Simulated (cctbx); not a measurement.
# A crystallographic session in cctbx: EuTi3Ir

Library: cctbx 2025.11. The data are simulated by the first script.

## 1. Simulate the data

run.py:

```python
from cctbx import adptbx, crystal, miller, sgtbx, xray
from cctbx.array_family import flex
from iotbx.shelx import hklf
from scitbx import matrix
import scitbx.random

cs = crystal.symmetry(unit_cell=(4.322, 4.322, 10.266, 90, 90, 90), space_group_symbol='Hall: I 4 -2')  # I4mm
atoms = [  # label, site, U (iso, or U11 U22 U33 U12 U13 U23 in A^2), occupancy
    ("Ir1", (0.5, 0.5, 0.1474), (0.0034, 0.0034, 0.0097, 0.0000, 0.0000, 0.0000), 1),
    ("Eu1", (0, 0, 0.0018), (0.0032, 0.0032, 0.0056, 0.0000, 0.0000, 0.0000), 1),
    ("Ti1", (0, 0.5, 0.2582), (0.0094, 0.0100, 0.0074, 0.0000, 0.0000, 0.0000), 1),
    ("Ti2", (0, 0, 0.4046), (0.0104, 0.0104, 0.0142, 0.0000, -0.0000, 0.0000), 1),
]
xs = xray.structure(crystal_symmetry=cs)
for label, site, u, occ in atoms:
    u = adptbx.u_cif_as_u_star(cs.unit_cell(), u) if isinstance(u, tuple) else u
    xs.add_scatterer(xray.scatterer(label, site=site, u=u, occupancy=occ))
xs.set_inelastic_form_factors(0.71073, "sasaki")
xs.show_summary()
p1 = xs.expand_to_p1()
ms = miller.build_set(p1, anomalous_flag=True, d_min=0.77)
flex.set_random_seed(431775)
scitbx.random.set_random_seed(431775)
ms = ms.select(flex.random_double(ms.size()) < 0.9)
i = ms.structure_factors_from_scatterers(p1, algorithm="direct").f_calc().as_intensity_array().data()
i = i / flex.sqrt(1 + 0.3 * i / flex.max(i))  # extinction
i = i * 40000 / flex.max(i)
sig = flex.sqrt(i + flex.pow2(0.06 * i) + 15 ** 2)
noise = scitbx.random.variate(scitbx.random.normal_distribution())(i.size())
data = ms.array(data=i + sig * noise, sigmas=sig).set_observation_type_xray_intensity()
with open("data.hkl", "w") as f:
    data.export_as_shelx_hklf(f)
print("reflections written:", data.size(), " <I/sigma> = %.1f" % flex.mean(data.data() / data.sigmas()))
for h, a, b in list(data.sort("data"))[:12]:
    print("%4d%4d%4d %9.1f %7.1f" % (h + (a, b)))
```

```console
$ python run.py
```

```text
Number of scatterers: 4
At special positions: 4
Unit cell: (4.322, 4.322, 10.266, 90, 90, 90)
Space group: I 4 m m (No. 107)
reflections written: 1604  <I/sigma> = 7.6
  -2   0   0   42759.0  2408.4
   0  -2   0   42133.3  2408.4
   0   2   0   41851.8  2408.4
   2   0   0   38451.4  2408.4
   2  -2   0   32181.6  1797.6
  -2  -2   0   29903.0  1797.6
  -2   2   0   29402.9  1797.6
   2   2   0   27681.4  1797.6
   1   0   3   25758.9  1468.0
   0   1   3   25210.4  1468.0
   1   0  -3   24709.9  1387.0
   0  -1   3   23929.2  1468.0
```

It took 0.31 s on 1 thread of Arm Neoverse V1 (shared host), peak memory 0.07 GiB.

## 2. Refinement (refined in the given hand)

run.py:

```python
import math
from cctbx import adptbx, crystal, maptbx, sgtbx, xray
from cctbx.array_family import flex
from cctbx.xray import observations
from iotbx.shelx import hklf
from scitbx.lstbx import normal_eqns_solving
from smtbx import absolute_structure, utils
from smtbx.refinement import constraints, least_squares

cs = crystal.symmetry(unit_cell=(4.322, 4.322, 10.266, 90, 90, 90), space_group_symbol='Hall: I 4 -2')  # I4mm
atoms = [  # label, site, U (iso, or U11 U22 U33 U12 U13 U23 in A^2), occupancy
    ("Ir1", (0.5, 0.5, 0.146), 0.0200, 1),
    ("Eu1", (0, 0, 0.0029), 0.0200, 1),
    ("Ti1", (0, 0.5, 0.2565), 0.0200, 1),
    ("Ti2", (0, 0, 0.4053), 0.0200, 1),
]
xs = xray.structure(crystal_symmetry=cs)
for label, site, u, occ in atoms:
    u = adptbx.u_cif_as_u_star(cs.unit_cell(), u) if isinstance(u, tuple) else u
    xs.add_scatterer(xray.scatterer(label, site=site, u=u, occupancy=occ))
xs.set_inelastic_form_factors(0.71073, "sasaki")
xs.convert_to_anisotropic()
raw = hklf.reader(file_name="data.hkl").as_miller_arrays(crystal_symmetry=cs, anomalous=True)[0]
merged = raw.eliminate_sys_absent().merge_equivalents()
fo2 = merged.array().set_observation_type_xray_intensity()
print("Rint %.3f, %d unique reflections to %.2f A" % (merged.r_int(), fo2.size(), fo2.d_min()))
for sc in xs.scatterers():
    sc.flags.set_grad_site(True)
    sc.flags.set_grad_u_aniso(sc.flags.use_u_aniso())
    sc.flags.set_grad_u_iso(sc.flags.use_u_iso())
obs = fo2.as_xray_observations()
extra = {}
rep = constraints.reparametrisation(xs, [], utils.connectivity_table(xs), **extra)
ls = least_squares.crystallographic_ls(obs, rep, weighting_scheme=least_squares.mainstream_shelx_weighting(a=0, b=0))
print("cycle     R1     wR2    GooF  max shift (A)")
for cycle in range(8):
    ls.build_up()
    r1, wr2, goof = ls.r1_factor(cutoff_factor=2)[0], ls.wR2(), ls.goof()
    old = xs.sites_cart()
    normal_eqns_solving.levenberg_marquardt_iterations(ls, n_max_iterations=3, tau=1e-06, step_threshold=1e-7)
    big = flex.max((xs.sites_cart() - old).norms())
    print("%4d %7.4f %7.4f %7.3f %9.5f" % (cycle + 1, r1, wr2, goof, big))
    ls.build_up(objective_only=True)
    if abs(ls.wR2() - wr2) < 5e-5 and big < 5e-4:
        break
ls.build_up()
print("final R1 %.4f wR2 %.4f GooF %.3f  parameters %d  data/parameter %.1f" % (ls.r1_factor(cutoff_factor=2)[0], ls.wR2(), ls.goof(), ls.n_parameters, fo2.size() / ls.n_parameters))
cov = ls.covariance_matrix_and_annotations()
su = dict(zip(cov.annotations, (math.sqrt(max(v, 0)) for v in cov.matrix.matrix_packed_u_diagonal())))
a2 = cs.unit_cell().reciprocal_parameters()[0] ** -2
print("atom        x        y        z      Ueq    occ   su(xyz)  su(Uiso or U11)")
for sc in xs.scatterers():
    s = max(su.get(sc.label + k, 0) for k in (".x", ".y", ".z"))
    npd = "" if sc.is_positive_definite_u(cs.unit_cell()) else "  NPD"
    print("%-5s %8.5f %8.5f %8.5f %8.4f %6.3f %8.5f %7.4f%s" % ((sc.label,) + sc.site + (sc.u_iso_or_equiv(cs.unit_cell()), sc.occupancy, s, su.get(sc.label + ".uiso", su.get(sc.label + ".u11", 0) * a2), npd)))
fc = fo2.structure_factors_from_scatterers(xs, algorithm="direct").f_calc()
absolute_structure.flack_analysis(xs, fo2.as_xray_observations()).show()
h = absolute_structure.hooft_analysis(fo2, fc, scale_factor=ls.scale_factor())
print("Hooft y: %.3f(%.0f)  Bijvoet pairs: %d" % (h.hooft_y, 1000 * h.sigma_y, h.n_bijvoet_pairs))
fo = fo2.f_sq_as_f()
fc = fo.structure_factors_from_scatterers(xs, algorithm="direct").f_calc()
diff = fo.f_obs_minus_f_calc(1 / math.sqrt(ls.scale_factor()), fc).average_bijvoet_mates()
m = diff.fft_map(symmetry_flags=maptbx.use_space_group_symmetry, resolution_factor=0.25).apply_volume_scaling()
print("difference map: max %.2f min %.2f rms %.2f" % (m.statistics().max(), m.statistics().min(), m.statistics().sigma()))
peaks = m.peak_search(parameters=maptbx.peak_search_parameters(min_distance_sym_equiv=0.6, max_clusters=6)).all()
near = xs.closest_distances(peaks.sites(), distance_cutoff=4)
sps = cs.special_position_settings(min_distance_sym_equiv=0.5)
for k, (x, h) in enumerate(zip(peaks.sites(), peaks.heights())):
    ss = sps.site_symmetry(x)
    print("Q%-3d %7.4f %7.4f %7.4f %4d %7.2f  %.2f A from %s" % ((k + 1,) + tuple(t % 1 for t in ss.exact_site()) + (ss.multiplicity(), h, near.smallest_distances[k], xs.scatterers()[near.i_seqs[k]].label)))
```

```console
$ python run.py
```

```text
Rint 0.043, 164 unique reflections to 0.77 A
cycle     R1     wR2    GooF  max shift (A)
   1  0.1306  0.2944   9.818   0.01579
   2  0.0132  0.0301   1.004   0.00003
final R1 0.0132 wR2 0.0301 GooF 1.004  parameters 13  data/parameter 12.6
atom        x        y        z      Ueq    occ   su(xyz)  su(Uiso or U11)
Ir1    0.50000  0.50000  0.14695   0.0050  1.000  0.00003  0.0002
Eu1    0.00000  0.00000  0.00136   0.0041  1.000  0.00004  0.0003
Ti1    0.00000  0.50000  0.25780   0.0091  1.000  0.00019  0.0008
Ti2    0.00000  0.00000  0.40493   0.0116  1.000  0.00030  0.0008
Flack x: 0.000(8)
Hooft y: -0.007(11)  Bijvoet pairs: 77
difference map: max 0.57 min -1.49 rms 0.25
Q1    0.1356  0.3135  0.3298   16    0.59  1.24 A from Ti1
Q2    0.0000  0.2363  0.3773    8    0.59  1.06 A from Ti2
Q3    0.0000  0.1277  0.1293    8    0.55  1.42 A from Eu1
Q4    0.0000  0.5000  0.3237    4    0.55  0.68 A from Ti1
Q5    0.0000  0.2272  0.0174    8    0.54  1.00 A from Eu1
Q6    0.0000  0.2246  0.2675    8    0.50  1.19 A from Ti1
```

Time: 0.58 s.

## 3. Refinement

run.py, as its changes from the last script of this kind:

```diff
@@ -12,4 +12,4 @@
-    ("Ir1", (0.5, 0.5, 0.146), 0.0200, 1),
-    ("Eu1", (0, 0, 0.0029), 0.0200, 1),
-    ("Ti1", (0, 0.5, 0.2565), 0.0200, 1),
-    ("Ti2", (0, 0, 0.4053), 0.0200, 1),
+    ("Ir1", (0.5, 0.5, 0.85305), 0.0050, 1),
+    ("Eu1", (0, 0, 0.99864), 0.0041, 1),
+    ("Ti1", (0, 0.5, 0.7422), 0.0091, 1),
+    ("Ti2", (0, 0, 0.59507), 0.0116, 1),
```

```console
$ python run.py
```

```text
Rint 0.043, 164 unique reflections to 0.77 A
cycle     R1     wR2    GooF  max shift (A)
   1  0.0704  0.2506   8.358   0.02712
   2  0.0698  0.2114   7.050   0.01423
   3  0.0706  0.2112   7.044   0.00271
   4  0.0707  0.2112   7.044   0.00048
final R1 0.0707 wR2 0.2112 GooF 7.044  parameters 13  data/parameter 12.6
atom        x        y        z      Ueq    occ   su(xyz)  su(Uiso or U11)
Ir1    0.50000  0.50000  0.85353   0.0050  1.000  0.00027  0.0012
Eu1    0.00000  0.00000  0.99757   0.0055  1.000  0.00037  0.0019
Ti1    0.00000  0.50000  0.74076   0.0141  1.000  0.00153  0.0060
Ti2    0.00000  0.00000  0.59941   0.0284  1.000  0.00381  0.0058
Flack x: 0.90(5)
Hooft y: 1.129(14)  Bijvoet pairs: 77
difference map: max 10.35 min -7.38 rms 0.77
Q1    0.0000  0.0000  0.3489    2   10.41  0.05 A from Ir1
Q2    0.0000  0.0000  0.7727    2    6.30  1.78 A from Ti2
Q3    0.0000  0.0000  0.5872    2    5.50  0.13 A from Ti2
Q4    0.0000  0.5000  0.2457    4    3.02  0.05 A from Ti1
Q5    0.0000  0.0000  0.1006    2    2.75  1.06 A from Eu1
Q6    0.0000  0.5000  0.1045    4    2.36  1.40 A from Ti1
```

Time: 0.76 s.

This run holds a fault made on purpose: the structure inverted.

## 4. Simulate the data

run.py, as its changes from the last script of this kind:

```diff
@@ -18 +18 @@
-xs.set_inelastic_form_factors(0.71073, "sasaki")
+xs.set_inelastic_form_factors(1.54184, "sasaki")
@@ -21,3 +21,3 @@
-ms = miller.build_set(p1, anomalous_flag=True, d_min=0.77)
-flex.set_random_seed(431775)
-scitbx.random.set_random_seed(431775)
+ms = miller.build_set(p1, anomalous_flag=True, d_min=0.83)
+flex.set_random_seed(649710)
+scitbx.random.set_random_seed(649710)
@@ -26,3 +26,2 @@
-i = i / flex.sqrt(1 + 0.3 * i / flex.max(i))  # extinction
-i = i * 40000 / flex.max(i)
-sig = flex.sqrt(i + flex.pow2(0.06 * i) + 15 ** 2)
+i = i * 20000 / flex.max(i)
+sig = flex.sqrt(i + flex.pow2(0.02 * i) + 15 ** 2)
```

```console
$ python run.py
```

```text
Number of scatterers: 4
At special positions: 4
Unit cell: (4.322, 4.322, 10.266, 90, 90, 90)
Space group: I 4 m m (No. 107)
reflections written: 1269  <I/sigma> = 15.0
  -2   0   0   20164.6   424.5
   2   0   0   20062.9   424.5
   0  -2   0   19912.9   424.5
   0   2   0   19475.1   424.5
   2  -2   0   14533.9   307.1
  -2   2   0   14022.4   307.1
  -2  -2   0   13976.0   307.1
   2   2   0   13677.0   307.1
  -1   0  -3   10795.1   239.6
   0   1  -3   10707.6   239.6
   0  -1   3   10585.9   235.6
   1   0  -3   10496.3   239.6
```

Time: 0.33 s.

## 5. Refinement (refined in the given hand)

run.py, as its changes from the last script of this kind:

```diff
@@ -12,4 +12,4 @@
-    ("Ir1", (0.5, 0.5, 0.85305), 0.0050, 1),
-    ("Eu1", (0, 0, 0.99864), 0.0041, 1),
-    ("Ti1", (0, 0.5, 0.7422), 0.0091, 1),
-    ("Ti2", (0, 0, 0.59507), 0.0116, 1),
+    ("Ir1", (0.5, 0.5, 0.1498), 0.0200, 1),
+    ("Eu1", (0, 0, 0.0022), 0.0200, 1),
+    ("Ti1", (0, 0.5, 0.2604), 0.0200, 1),
+    ("Ti2", (0, 0, 0.404), 0.0200, 1),
@@ -21 +21 @@
-xs.set_inelastic_form_factors(0.71073, "sasaki")
+xs.set_inelastic_form_factors(1.54184, "sasaki")
```

```console
$ python run.py
```

```text
Rint 0.018, 133 unique reflections to 0.84 A
cycle     R1     wR2    GooF  max shift (A)
   1  0.1089  0.2465  17.001   0.02302
   2  0.0065  0.0145   0.998   0.00010
final R1 0.0065 wR2 0.0145 GooF 0.998  parameters 13  data/parameter 10.2
atom        x        y        z      Ueq    occ   su(xyz)  su(Uiso or U11)
Ir1    0.50000  0.50000  0.14892   0.0054  1.000  0.00002  0.0001
Eu1    0.00000  0.00000  0.00331   0.0038  1.000  0.00003  0.0002
Ti1    0.00000  0.50000  0.25980   0.0094  1.000  0.00012  0.0005
Ti2    0.00000  0.00000  0.40625   0.0114  1.000  0.00016  0.0005
Flack x: 0.000(3)
Hooft y: 0.000(3)  Bijvoet pairs: 62
difference map: max 0.28 min -0.26 rms 0.07
Q1    0.0000  0.0000  0.5300    2    0.29  1.22 A from Ir1
Q2    0.0000  0.0000  0.7764    2    0.27  1.31 A from Ir1
Q3    0.0000  0.5000  0.1430    4    0.22  1.20 A from Ti1
Q4    0.0000  0.5000  0.3971    4    0.21  1.41 A from Ti1
Q5    0.0000  0.2042  0.3110    8    0.19  1.32 A from Ti2
Q6    0.0000  0.0000  0.2473    2    0.19  1.63 A from Ti2
```

Time: 0.58 s.

## 6. Simulate the data

run.py, as its changes from the last script of this kind:

```diff
@@ -18 +18 @@
-xs.set_inelastic_form_factors(1.54184, "sasaki")
+xs.set_inelastic_form_factors(0.6889, "sasaki")
@@ -21,3 +21,3 @@
-ms = miller.build_set(p1, anomalous_flag=True, d_min=0.83)
-flex.set_random_seed(649710)
-scitbx.random.set_random_seed(649710)
+ms = miller.build_set(p1, anomalous_flag=True, d_min=0.7)
+flex.set_random_seed(17876)
+scitbx.random.set_random_seed(17876)
@@ -26 +26,5 @@
-i = i * 20000 / flex.max(i)
+law = matrix.sqr((-1, 0, 0, 0, -1, 0, 0, 0, -1))
+mate = flex.miller_index([tuple(matrix.row(h) * law) for h in ms.indices()])
+i2 = ms.customized_copy(indices=mate).structure_factors_from_scatterers(p1, algorithm="direct").f_calc().as_intensity_array().data()
+i = (1 - 0.3) * i + 0.3 * i2
+i = i * 40000 / flex.max(i)
```

```console
$ python run.py
```

```text
Number of scatterers: 4
At special positions: 4
Unit cell: (4.322, 4.322, 10.266, 90, 90, 90)
Space group: I 4 m m (No. 107)
reflections written: 2093  <I/sigma> = 16.8
   2   0   0   40639.1   824.8
   0  -2   0   40573.6   824.8
  -2   0   0   40093.0   824.8
   0   2   0   38864.9   824.8
   2  -2   0   29430.9   601.6
  -2  -2   0   29151.6   601.6
   2   2   0   28767.2   601.6
  -2   2   0   28746.4   601.6
   1   0   3   22998.5   478.5
  -1   0   3   22773.5   478.5
   1   0  -3   22729.4   468.1
   0  -1  -3   22694.0   468.1
```

Run time: 0.34 s on 1 thread of Arm Neoverse V1, with other jobs on the host, peak memory 0.07 GiB.

[Logs are printed without paths, hosts, clocks, repeated set-up lines and the standing remarks that a program may print on its own settings, such as how far it seeks lower states.]
